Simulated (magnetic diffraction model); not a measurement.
## Yb2Ti4Mn below its ordering temperature

Space group I4/mcm (no. 140), a = 10.6860 Å, c = 5.0770 Å.

```
site  atom       x       y    z
  8h    Yb  0.8570  0.3570    0
  4a    Mn       0       0  3/4
 16k    Ti  0.3028  0.4137    0
```

This is a made-up structure (elements placed in a structure type, unrelaxed), so the numbers test the method and describe no known phase.

Only Yb and Mn are taken to order (form factors of Yb3+ and Mn2+); orders and moment sizes are assumed, and not adapted to the symmetry. Radiation: neutrons of λ = 1.8 Å, 3° to 55°; isotropic B of 0.24 Å² (Yb), 0.38 Å² (Mn) and 0.35 Å² (Ti). Simulated constant-wavelength pattern: nuclear and magnetic terms add, the magnetic one as |2.695 fm × Σ f S⊥ exp(2πi Q·r) exp(−B s²)|², summed over all Q at one angle with the factor 1/(sin²θ cos θ). For collinear order S is the moment m, which repeats by lattice and centring translations R with the sign exp(−2πi k·R). Free-ion form factors, Sears's scattering lengths of 1992, no absorption; a label names one of the reflections at its angle. The strongest nuclear line in the range is 100, and lines under 0.2 are left out.

Above the ordering temperature:

```csv
2θ (°),index,I
13.68,(1 1 0),67.5
19.39,(2 0 0),5.8
27.56,(2 2 0),0.4
29.98,(2 1 1),100.0
30.89,(3 1 0),21.8
39.38,(4 0 0),16.9
41.17,(3 2 1),0.9
41.53,(0 0 2),3.0
41.87,(3 3 0),16.0
43.93,(1 1 2),4.6
44.25,(4 2 0),0.3
50.57,(2 2 2),3.8
50.87,(5 1 0),0.6
52.65,(3 1 2),36.6
```

Below it (cell unchanged):

```csv
2θ (°),I
13.68,78.1
19.39,8.2
27.56,0.5
29.98,124.8
30.89,24.4
39.38,21.0
41.17,4.1
41.53,7.3
41.87,19.0
43.93,5.5
44.25,0.3
45.90,1.6
50.57,4.0
50.87,0.7
52.65,42.4
54.38,0.4
```

**Question.** Find the propagation vector, then choose among these models:
A. collinear moments along [111], 3.4 μB on Yb and 1.02 μB on Mn; signs + at (0.8570, 0.3570, 0), + at (0.1430, 0.3570, 1/2), + at (0.1430, 0.6430, 0), + at (0.8570, 0.6430, 1/2), − at (0, 0, 3/4), − at (0, 0, 1/4)
B. collinear moments along [100], 3.4 μB on Yb and 1.02 μB on Mn; signs + at (0.8570, 0.3570, 0), + at (0.1430, 0.3570, 1/2), + at (0.1430, 0.6430, 0), + at (0.8570, 0.6430, 1/2), + at (0, 0, 3/4), + at (0, 0, 1/4)
C. collinear moments along [111], 3.4 μB on Yb and 1.02 μB on Mn; signs + at (0.8570, 0.3570, 0), + at (0.1430, 0.3570, 1/2), + at (0.1430, 0.6430, 0), + at (0.8570, 0.6430, 1/2), + at (0, 0, 3/4), + at (0, 0, 1/4)
D. collinear moments along [100], 3.4 μB on Yb and 1.02 μB on Mn; signs + at (0.8570, 0.3570, 0), + at (0.1430, 0.3570, 1/2), + at (0.1430, 0.6430, 0), + at (0.8570, 0.6430, 1/2), − at (0, 0, 3/4), − at (0, 0, 1/4)

No line moves, and magnetic intensity falls on nuclear lines such as the one at 29.98°; new lines at (4 1 1) have whole indices that obey the lattice centring, at places with no nuclear intensity to speak of, so the magnetic cell equals the chemical primitive cell: k = 0.

Magnetic intensity, observed (below minus above) and for each model:

| 2θ (°) | index | observed | A | B | C | D |
| --- | --- | --- | --- | --- | --- | --- |
| 13.68 | (1 1 0) | 10.6 | 11.6 | 2.2 | 2.4 | 10.6 |
| 19.39 | (2 0 0) | 2.4 | 2.7 | 0.1 | 0.1 | 2.4 |
| 30.89 | (3 1 0) | 2.6 | 2.8 | 6.4 | 7.1 | 2.6 |
| 39.38 | (4 0 0) | 4.1 | 4.5 | 2.4 | 2.7 | 4.1 |
| 41.53 | (0 0 2) | 4.4 | 3.9 | 2.8 | 2.5 | 4.4 |
| 41.87 | (3 3 0) | 3.0 | 3.3 | 1.7 | 1.9 | 3.0 |
| 43.93 | (1 1 2) | 0.9 | 0.8 | 2.9 | 2.6 | 0.9 |
| 52.65 | (3 1 2) | 5.8 | 5.5 | 2.9 | 2.7 | 5.8 |

Model D matches.

The structure used: k = (0 0 0), collinear moments along [100], 3.4 μB on Yb and 1.02 μB on Mn; signs + at (0.8570, 0.3570, 0), + at (0.1430, 0.3570, 1/2), + at (0.1430, 0.6430, 0), + at (0.8570, 0.6430, 1/2), − at (0, 0, 3/4), − at (0, 0, 1/4).

[Logs are printed without paths, hosts, clocks, repeated set-up lines and the standing remarks that a program may print on its own settings, such as how far it seeks lower states.]
